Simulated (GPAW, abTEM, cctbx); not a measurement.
# Ir5W: the scripts behind a bonding study

Short scripts, each with its output. The cell comes from substitution in a known structure type and wasn't matched to any measured phase.

**1. Build the all-electron density and subtract free atoms**

```text
cell
1.0
     0.000000000    0.000000000    4.409183910
     5.063427330    0.000000000    0.000000000
    -2.531713660    4.385056700    0.000000000
Ir W
5 1
Direct
0.500000000 0.000000000 0.500000000
0.500000000 0.500000000 0.500000000
0.500000000 0.500000000 0.000000000
0.000000000 0.666666670 0.333333330
0.000000000 0.333333330 0.666666670
0.000000000 0.000000000 0.000000000
```

```python
import numpy as np
from ase.io import read
from ase.units import Bohr
from gpaw import GPAW, PW, FermiDirac
from gpaw.calculator import GPAW as OldGPAW
from gpaw.mpi import serial_comm, world
from scipy.special import erfc
from scipy.spatial import cKDTree

atoms = read("cell.vasp")
atoms.calc = GPAW(mode=PW(450), xc="PBE", kpts={"size": (5, 5, 5), "gamma": True},
                 occupations=FermiDirac(0.1), maxiter=120, symmetry={"tolerance": 1e-5}, txt="scf.txt")
atoms.get_potential_energy()
rho = atoms.calc.get_all_electron_density(gridrefinement=2)
moments = atoms.get_magnetic_moments() if atoms.calc.get_number_of_spins() == 2 else np.zeros(len(atoms))
total = atoms.get_magnetic_moment() if moments.any() else 0.0
if world.rank == 0:
    free = OldGPAW(mode=PW(450), xc="PBE", txt=None, communicator=serial_comm)
    neutral = atoms.copy()
    neutral.set_initial_magnetic_moments(None)
    free.initialize(neutral)
    free.set_positions(neutral)
    drho = rho - free.get_all_electron_density(gridrefinement=2)
    # GPAW starts from confined atoms: exchange their smooth part for that of the datasets' free atoms
    h = np.stack(np.meshgrid(*[np.fft.fftfreq(n, 1 / n) for n in drho.shape], indexing="ij"), -1)
    gabs = np.linalg.norm(h @ atoms.cell.reciprocal(), axis=-1)
    tails = np.fft.fftn(free.get_pseudo_density(gridrefinement=2))
    g, form, v0 = np.linspace(0, gabs.max(), 1500), {}, 0
    for e in set(atoms.symbols):
        idx = atoms.symbols.search(e)
        d = free.setups[idx[0]].data
        r, w = d.rgd.r_g * Bohr, d.rgd.r_g**2 * d.rgd.dr_g
        j0 = np.sinc(2 * g[:, None] * r)
        smooth = sum(f * p**2 for f, p in zip(d.f_j, d.phit_jg)) + np.sqrt(4 * np.pi) * d.nct_g
        full = sum(f * p**2 for f, p in zip(d.f_j, d.phi_jg)) + np.sqrt(4 * np.pi) * d.nc_g
        phase = sum(np.exp(-2j * np.pi * h @ s) for s in atoms.get_scaled_positions()[idx])
        tails -= np.interp(gabs, g, j0 @ (smooth * w)) * phase * drho.size / atoms.get_volume()
        form[e] = j0 @ (full * w)
        v0 += 2 * np.pi / 3 * 14.3996 * (full * w * r**2).sum() * len(idx)  # V A^3
    tails *= 0.5 * erfc((gabs - 1.8) / 0.25)  # the tails differ at long wavelengths alone
    drho += np.fft.ifftn(tails).real  # crystal minus superposed spherical free atoms
    np.save("drho.npy", drho)
    dv = atoms.get_volume() / drho.size
    print("grid", drho.shape, " electrons %.3f" % (rho.sum() * dv), " moved by bonding %.3f e" % (abs(drho).sum() * dv / 2))
    pts = np.indices(drho.shape).reshape(3, -1).T / drho.shape @ atoms.cell
    shifts = (np.indices((3, 3, 3)).reshape(3, -1).T - 1) @ atoms.cell
    images = (atoms.positions[None] + shifts[:, None]).reshape(-1, 3)
    dist, idx = cKDTree(images).query(pts, k=4)
    out = drho.ravel()[dist[:, 0] > 0.5]
    print("deformation density beyond 0.5 A of the nuclei: max %.3f, min %.3f e/A^3" % (out.max(), out.min()))
    tie = dist < dist[:, :1] + 1e-4
    q = -np.bincount((idx % len(atoms))[tie], (drho.ravel()[:, None] / tie.sum(1, keepdims=True) * tie)[tie], len(atoms)) * dv
    print("atom        x       y       z   Voronoi charge  moment")
    for a, s, c, m in zip(atoms, atoms.get_scaled_positions(), q, moments):
        print("%-2s%-3d %7.4f %7.4f %7.4f %10.3f %10.2f" % (a.symbol, a.index + 1, *s, c, m))
    np.savez("free.npz", g=g, **form)
    print("mean inner potential of superposed free atoms %.3f V" % (v0 / atoms.get_volume()))
    print("total magnetic moment %.3f muB" % total)
```

```console
$ OMP_NUM_THREADS=1 mpirun -n 4 gpaw python run.py > gpaw.log
```

```text
grid (48, 50, 50)  electrons 459.000  moved by bonding 1.257 e
deformation density beyond 0.5 A of the nuclei: max 0.191, min -0.138 e/A^3
atom        x       y       z   Voronoi charge  moment
Ir1    0.5000  0.0000  0.5000     -0.057       0.00
Ir2    0.5000  0.5000  0.5000     -0.057       0.00
Ir3    0.5000  0.5000  0.0000     -0.057       0.00
Ir4    0.0000  0.6667  0.3333     -0.091       0.00
Ir5    0.0000  0.3333  0.6667     -0.091       0.00
W 6    0.0000  0.0000  0.0000      0.353       0.00
mean inner potential of superposed free atoms 34.186 V
total magnetic moment 0.000 muB
```

Time: 22 s on 4 cores of Arm Neoverse V1 (shared host), peak memory 1 GiB.

**2. Fourier-transform the difference**

```python
from cctbx import adptbx, crystal, miller, xray
from cctbx.eltbx import tiny_pse
import numpy as np

cs = crystal.symmetry(unit_cell=(5.0634, 5.0634, 4.4092, 90, 90, 120), space_group_symbol='Hall: -P 6 2')  # P6/mmm
atoms = [  # label, site, U (iso, or U11 U22 U33 U12 U13 U23 in A^2), occupancy
    ("Ir1", (0, 0.5, 0.5), 0.0000, 1),
    ("Ir2", (2/3, 1/3, 0), 0.0000, 1),
    ("W1", (0, 0, 0), 0.0000, 1),
]
xs = xray.structure(crystal_symmetry=cs)
for label, site, u, occ in atoms:
    u = adptbx.u_cif_as_u_star(cs.unit_cell(), u) if isinstance(u, tuple) else u
    xs.add_scatterer(xray.scatterer(label, site=site, u=u, occupancy=occ))
xs.scattering_type_registry(table="wk1995")
drho = np.load("drho.npy")
T = np.array([[0, 1, 0], [0, 0, 1], [1, 0, 0]])  # conventional axes in terms of the primitive ones
dF = np.fft.ifftn(drho) * 97.89894  # electrons a conventional cell, indexed by primitive hkl
ms = miller.build_set(cs, anomalous_flag=False, d_min=0.9).sort("resolution")
iam = ms.structure_factors_from_scatterers(xs, algorithm="direct").f_calc()
p1 = xs.expand_to_p1()
z = np.array([tiny_pse.table(sc.scattering_type).atomic_number() for sc in p1.scatterers()])
x = np.array(p1.sites_frac())
free = np.load("free.npz")
print("static structure factors of the conventional cell: F in electrons, V (Mott-Bethe) in volts")
print("   h  k  l      d  |F| table  |F| free   |F| DFT   change   |V| free  |V| DFT  change %")
for h, d, table in list(zip(ms.indices(), ms.d_spacings().data(), iam.data()))[:16]:
    df = dF[tuple(np.rint(np.linalg.solve(T, h)).astype(int))]
    phase = np.exp(2j * np.pi * x @ h)
    f = sum(np.interp(1 / d, free["g"], free[sc.scattering_type]) * p for sc, p in zip(p1.scatterers(), phase))
    fz = (z * phase).sum()
    c = 14.3996 * d * d / (np.pi * cs.unit_cell().volume())
    v0, v1 = abs(fz - f) * c, abs(fz - f - df) * c
    print("%4d%3d%3d %7.4f %9.3f %9.3f %9.3f %8.3f %9.3f %8.3f %8s" % (h + (d, abs(table), abs(f), abs(f + df), abs(f + df) - abs(f), v0, v1, "%.1f" % (100 * (v1 / v0 - 1)) if v0 > 0.02 else "-")))
```

```console
$ python run.py
```

```text
static structure factors of the conventional cell: F in electrons, V (Mott-Bethe) in volts
   h  k  l      d  |F| table  |F| free   |F| DFT   change   |V| free  |V| DFT  change %
   0  0  1  4.4092     3.051     3.087     3.165    0.077     0.080    0.150     88.3
   1  0  0  4.3850    74.909    74.954    75.238    0.284     4.543    4.287     -5.6
   1  0  1  3.1092    65.344    65.311    65.191   -0.120     3.933    3.987      1.4
   1  1  0  2.5317   128.055   127.924   127.603   -0.321     6.925    7.021      1.4
   0  0  2  2.2046   376.229   375.739   375.616   -0.123    18.946   18.974      0.1
   1  1  1  2.1955   249.695   249.360   249.013   -0.348    12.557   12.635      0.6
   2  0  0  2.1925   186.569   186.314   185.916   -0.398     9.382    9.472      1.0
   1  0  2  1.9697    63.474    63.437    63.255   -0.182     3.009    3.042      1.1
   2  0  1  1.9632   185.472   185.280   185.134   -0.146     8.791    8.818      0.3
   1  1  2  1.6626   113.247   113.063   113.027   -0.037     4.910    4.914      0.1
   2  1  0  1.6574    59.842    59.836    59.711   -0.126     2.593    2.609      0.6
   2  0  2  1.5546   166.706   166.487   166.449   -0.038     6.960    6.965      0.1
   2  1  1  1.5514    54.096    53.989    54.020    0.030     2.255    2.252     -0.2
   0  0  3  1.4697     2.116     2.158     1.885   -0.273     0.085    0.113     32.4
   3  0  0  1.4617   107.725   107.585   107.784    0.199     4.343    4.323     -0.5
   1  0  3  1.3935    51.735    51.660    51.770    0.110     2.031    2.021     -0.5
```

Time: 0.29 s on 1 core of Arm Neoverse V1 (shared host), peak memory 0.08 GiB.

**3. Propagate a plane wave with and without the bonding term**

```python
import abtem
import numpy as np
from ase.build import make_supercell
from ase.io import read

abtem.config.set({"dask.lazy": False, "fft": "fftw", "diagnostics.progress_bar": False})
M = [[-1, 0, 0], [0, 1, 2], [0, 1, 0]]  # rows: x, y and beam direction in the primitive cell's axes
unit = make_supercell(read("cell.vasp"), M)
unit.set_cell(list(unit.cell.lengths()) + [90, 90, 90], scale_atoms=True)
unit.positions[:, 2] += 0.6329  # keeps atomic planes off the slice boundaries
unit.wrap()
slab = unit * (2, 2, 77)
print(slab.get_chemical_formula(), "| box %.2f x %.2f x %.2f A" % tuple(slab.cell.lengths()))

# change of the potential by bonding, from the DFT deformation density (Poisson's equation term by term)
drho = np.load("drho.npy")
prim = read("cell.vasp")
h = np.stack(np.meshgrid(*[np.fft.fftfreq(n, 1 / n) for n in drho.shape], indexing="ij"), -1).reshape(-1, 3).astype(int)
g2 = ((h @ prim.cell.reciprocal()) ** 2).sum(1)
keep = (g2 > 0) & (g2 < 2.5**2)
shape = (126, 251, 32)
vg = np.zeros(shape, complex)
hm = h[keep] @ np.array(M).T
move = np.exp(-2j * np.pi * hm[:, 2] * (0.6329 / unit.cell[2, 2] - 0.5 / shape[2]))  # the same shift, sampled at mid-points
vg[tuple(hm.T % np.array(shape)[:, None])] = -14.3996 / np.pi * (np.fft.fftn(drho).ravel() / drho.size)[keep] / g2[keep] * move
dV = np.fft.ifftn(vg).real * vg.size
dV = dV.reshape(126, 251, 4, 8).mean(3) * unit.cell[2, 2] / 4  # V A, projected in each slice
dV = np.tile(dV.transpose(2, 0, 1), (77, 2, 2))


def build(atoms):
    p = abtem.Potential(atoms, gpts=(252, 502), slice_thickness=[slab.cell[2, 2] / 308] * 308,
                        parametrization="lobato", projection="infinite", exit_planes=28).build()
    p.array[:] += BONDING * dV
    return p


sigmas = {'Ir': 0.056, 'W': 0.056}  # r.m.s. displacement along each axis, A
u = np.array([sigmas[s] for s in slab.symbols])[:, None]
rng = np.random.default_rng(288)


def potentials():
    for _ in range(3):  # frozen phonons, one configuration at a time
        atoms = slab.copy()
        atoms.positions += u * rng.standard_normal((len(atoms), 3))
        atoms.wrap()
        yield build(atoms)


for label, BONDING in (("IAM", 0.0), ("DFT", 1.0)):
    print("=====", label)
    rng = np.random.default_rng(288)  # the same displacements for both
    potential = build(slab)
    print("grid", potential.gpts, "slices", potential.num_slices)
    thickness = potential.exit_thicknesses
    wave = abtem.PlaneWave(energy=100000)
    dp = np.mean([wave.multislice(p).diffraction_patterns(max_angle="valid").array for p in potentials()], axis=0)
    hkl = [(0, 0, 0), (0, 0, 1), (0, 1, 0), (0, 1, 1), (0, 0, 2), (0, 2, 0), (0, 1, 2)]
    nx, ny = dp.shape[-2:]
    print("intensity of each beam, fraction of the incident wave")
    print("  t (A)" + "".join("%9s" % " ".join(map(str, h)) for h in hkl) + "  diffuse    total")
    grid = np.zeros((nx, ny), bool)
    grid[nx // 2 % 2::2, ny // 2 % 2::2] = True
    for t, a in list(zip(thickness, dp))[1:]:
        idx = [np.rint(np.array(M) @ np.linalg.solve([[0, 1, 0], [0, 0, 1], [1, 0, 0]], h)).astype(int) for h in hkl]
        print("%7.1f" % t + "".join("%9.5f" % a[nx // 2 + i[0] * 2, ny // 2 + i[1] * 2] for i in idx) + "%9.4f%9.4f" % (a[~grid].sum(), a.sum()))
```

```console
$ python run.py
```

```text
Ir3080W616 | box 8.82 x 17.54 x 389.88 A
===== IAM
grid (252, 502) slices 308
intensity of each beam, fraction of the incident wave
  t (A)    0 0 0    0 0 1    0 1 0    0 1 1    0 0 2    0 2 0    0 1 2  diffuse    total
   35.4  0.44264  0.00685  0.00283  0.00265  0.05114  0.00694  0.00114   0.1241   0.9796
   70.9  0.45085  0.00737  0.01402  0.00915  0.02121  0.00440  0.00107   0.2090   0.9601
  106.3  0.22819  0.00862  0.02024  0.00982  0.03543  0.00487  0.00183   0.2729   0.9412
  141.8  0.15045  0.01723  0.03236  0.01186  0.02041  0.00155  0.00151   0.3359   0.9201
  177.2  0.07043  0.01952  0.03077  0.00868  0.02013  0.00015  0.00250   0.3821   0.9012
  212.7  0.05901  0.02342  0.02704  0.00575  0.01244  0.00090  0.00245   0.4148   0.8833
  248.1  0.05937  0.01673  0.01681  0.00452  0.01164  0.00274  0.00244   0.4428   0.8665
  283.6  0.07534  0.01291  0.00703  0.00316  0.00983  0.00364  0.00281   0.4584   0.8516
  319.0  0.09102  0.00777  0.00180  0.00246  0.00784  0.00330  0.00266   0.4689   0.8367
  354.4  0.09214  0.00412  0.00015  0.00178  0.00839  0.00182  0.00148   0.4762   0.8228
  389.9  0.08809  0.00281  0.00033  0.00222  0.00779  0.00081  0.00092   0.4798   0.8099
===== DFT
grid (252, 502) slices 308
intensity of each beam, fraction of the incident wave
  t (A)    0 0 0    0 0 1    0 1 0    0 1 1    0 0 2    0 2 0    0 1 2  diffuse    total
   35.4  0.44246  0.00680  0.00232  0.00270  0.05095  0.00686  0.00131   0.1242   0.9796
   70.9  0.45247  0.00688  0.01203  0.00952  0.02088  0.00437  0.00135   0.2094   0.9600
  106.3  0.23034  0.00807  0.01807  0.01018  0.03477  0.00436  0.00239   0.2734   0.9411
  141.8  0.15325  0.01649  0.03049  0.01225  0.02002  0.00124  0.00198   0.3358   0.9201
  177.2  0.07174  0.01893  0.02998  0.00893  0.01992  0.00007  0.00299   0.3811   0.9014
  212.7  0.05769  0.02294  0.02724  0.00598  0.01266  0.00163  0.00287   0.4128   0.8839
  248.1  0.05499  0.01647  0.01755  0.00486  0.01218  0.00396  0.00282   0.4401   0.8674
  283.6  0.06937  0.01287  0.00767  0.00365  0.01023  0.00511  0.00339   0.4559   0.8526
  319.0  0.08490  0.00769  0.00215  0.00305  0.00804  0.00473  0.00312   0.4671   0.8377
  354.4  0.08766  0.00407  0.00014  0.00232  0.00836  0.00285  0.00169   0.4749   0.8238
  389.9  0.08555  0.00260  0.00029  0.00276  0.00759  0.00141  0.00097   0.4788   0.8108
```

Time: 95 s.

**4. Rock the beam across one reflection**

```python
import abtem
import numpy as np
from ase.build import make_supercell
from ase.io import read

abtem.config.set({"dask.lazy": False, "fft": "fftw", "diagnostics.progress_bar": False})
M = [[-1, 0, 0], [0, 1, 2], [0, 1, 0]]  # rows: x, y and beam direction in the primitive cell's axes
unit = make_supercell(read("cell.vasp"), M)
unit.set_cell(list(unit.cell.lengths()) + [90, 90, 90], scale_atoms=True)
unit.positions[:, 2] += 0.6329  # keeps atomic planes off the slice boundaries
unit.wrap()
slab = unit * (1, 1, 100)
print(slab.get_chemical_formula(), "| box %.2f x %.2f x %.2f A" % tuple(slab.cell.lengths()))

# change of the potential by bonding, from the DFT deformation density (Poisson's equation term by term)
drho = np.load("drho.npy")
prim = read("cell.vasp")
h = np.stack(np.meshgrid(*[np.fft.fftfreq(n, 1 / n) for n in drho.shape], indexing="ij"), -1).reshape(-1, 3).astype(int)
g2 = ((h @ prim.cell.reciprocal()) ** 2).sum(1)
keep = (g2 > 0) & (g2 < 2.5**2)
shape = (98, 195, 32)
vg = np.zeros(shape, complex)
hm = h[keep] @ np.array(M).T
move = np.exp(-2j * np.pi * hm[:, 2] * (0.6329 / unit.cell[2, 2] - 0.5 / shape[2]))  # the same shift, sampled at mid-points
vg[tuple(hm.T % np.array(shape)[:, None])] = -14.3996 / np.pi * (np.fft.fftn(drho).ravel() / drho.size)[keep] / g2[keep] * move
dV = np.fft.ifftn(vg).real * vg.size
dV = dV.reshape(98, 195, 4, 8).mean(3) * unit.cell[2, 2] / 4  # V A, projected in each slice
dV = np.tile(dV.transpose(2, 0, 1), (100, 1, 1))


def build(atoms):
    p = abtem.Potential(atoms, gpts=(98, 195), slice_thickness=[slab.cell[2, 2] / 400] * 400,
                        parametrization="lobato", projection="infinite", exit_planes=100).build()
    p.array[:] += BONDING * dV
    return p


def potentials():
    yield build(slab)  # atoms at rest


for label, BONDING in (("IAM", 0.0), ("DFT", 1.0)):
    print("=====", label)
    potential = build(slab)
    print("grid", potential.gpts, "slices", potential.num_slices)
    thickness = potential.exit_thicknesses
    h = np.array(M) @ np.linalg.solve(np.array([[0, 1, 0], [0, 0, 1], [1, 0, 0]]), [0, 1, 0])
    ix, iy = round(h[0]) * 1, round(h[1]) * 1
    gxy = h[:2] / unit.cell.lengths()[:2]
    along = gxy / np.hypot(*gxy)
    across = np.array([-along[1], along[0]])
    bragg = 500 * abtem.PlaneWave(energy=100000).wavelength * np.hypot(*gxy)
    print("Bragg angle %.3f mrad; beam tilted 55 mrad off the zone axis across the row" % bragg)
    print("dark-field intensity of 0 1 0 against tilt along the row, in Bragg angles")
    print("  t (A)" + "".join("%8.2f" % s for s in [0.2, 0.4, 0.6, 0.8, 1.0, 1.2, 1.4, 1.6, 1.8, 2.0, 2.2, 2.4, 2.6]))
    rows = []
    row = [(n * ix, n * iy) for n in range(-8, 9)]
    for s in [0.2, 0.4, 0.6, 0.8, 1.0, 1.2, 1.4, 1.6, 1.8, 2.0, 2.2, 2.4, 2.6]:
        tilt = -s * bragg * along + 55 * across
        dp = abtem.PlaneWave(energy=100000, tilt=tuple(tilt)).multislice(potential).diffraction_patterns(max_angle="valid").array
        rows.append(dp[:, dp.shape[1] // 2 + ix, dp.shape[2] // 2 + iy])
        if s == 1.0:
            cx, cy = dp.shape[1] // 2, dp.shape[2] // 2
            share = sum(dp[:, cx + i, cy + j] for i, j in row if abs(i) < cx and abs(j) < cy) / dp.sum(axis=(1, 2))
            total = dp.sum(axis=(1, 2))
    for t, a in list(zip(thickness, np.array(rows).T))[1:]:
        print("%7.1f" % t + "".join("%8.4f" % v for v in a))
    print("at the Bragg tilt, share in the row:", share[1:].round(3).tolist(), "total:", total[1:].round(3).tolist())
```

```console
$ python run.py
```

```text
Ir1000W200 | box 4.41 x 8.77 x 506.34 A
===== IAM
grid (98, 195) slices 400
Bragg angle 4.221 mrad; beam tilted 55 mrad off the zone axis across the row
dark-field intensity of 0 1 0 against tilt along the row, in Bragg angles
  t (A)    0.20    0.40    0.60    0.80    1.00    1.20    1.40    1.60    1.80    2.00    2.20    2.40    2.60
  126.6  0.0235  0.0320  0.0408  0.0485  0.0513  0.0480  0.0400  0.0313  0.0229  0.0159  0.0099  0.0057  0.0037
  253.2  0.0209  0.0606  0.1156  0.1238  0.1258  0.1256  0.1160  0.0589  0.0206  0.0142  0.0182  0.0174  0.0143
  379.8  0.0120  0.0139  0.0769  0.0746  0.0578  0.0733  0.0748  0.0129  0.0124  0.0036  0.0352  0.0601  0.0339
  506.3  0.0169  0.0230  0.0503  0.0947  0.0528  0.0932  0.0500  0.0246  0.0177  0.0181  0.0006  0.0223  0.0787
at the Bragg tilt, share in the row: [0.3970000147819519, 0.2879999876022339, 0.3199999928474426, 0.328000009059906] total: [0.9639999866485596, 0.9340000152587891, 0.8970000147819519, 0.8420000076293945]
===== DFT
grid (98, 195) slices 400
Bragg angle 4.221 mrad; beam tilted 55 mrad off the zone axis across the row
dark-field intensity of 0 1 0 against tilt along the row, in Bragg angles
  t (A)    0.20    0.40    0.60    0.80    1.00    1.20    1.40    1.60    1.80    2.00    2.20    2.40    2.60
  126.6  0.0273  0.0363  0.0455  0.0534  0.0563  0.0529  0.0449  0.0359  0.0270  0.0192  0.0122  0.0069  0.0038
  253.2  0.0198  0.0574  0.1118  0.1215  0.1244  0.1230  0.1119  0.0557  0.0196  0.0163  0.0227  0.0224  0.0185
  379.8  0.0148  0.0103  0.0678  0.0753  0.0609  0.0736  0.0657  0.0099  0.0157  0.0028  0.0353  0.0644  0.0393
  506.3  0.0221  0.0236  0.0399  0.0962  0.0662  0.0948  0.0398  0.0254  0.0229  0.0243  0.0009  0.0212  0.0783
at the Bragg tilt, share in the row: [0.39800000190734863, 0.28600001335144043, 0.3160000145435333, 0.32100000977516174] total: [0.9639999866485596, 0.9350000023841858, 0.8980000019073486, 0.8429999947547913]
```

Time: 28 s.

[Outputs are excerpts: Python notices, other lines and further rows are left out; steps that failed or that the build refused (PBEsol, TPSS) are not shown.]

[Logs are printed without paths, hosts, clocks, repeated set-up lines and the standing remarks that a program may print on its own settings, such as how far it seeks lower states.]
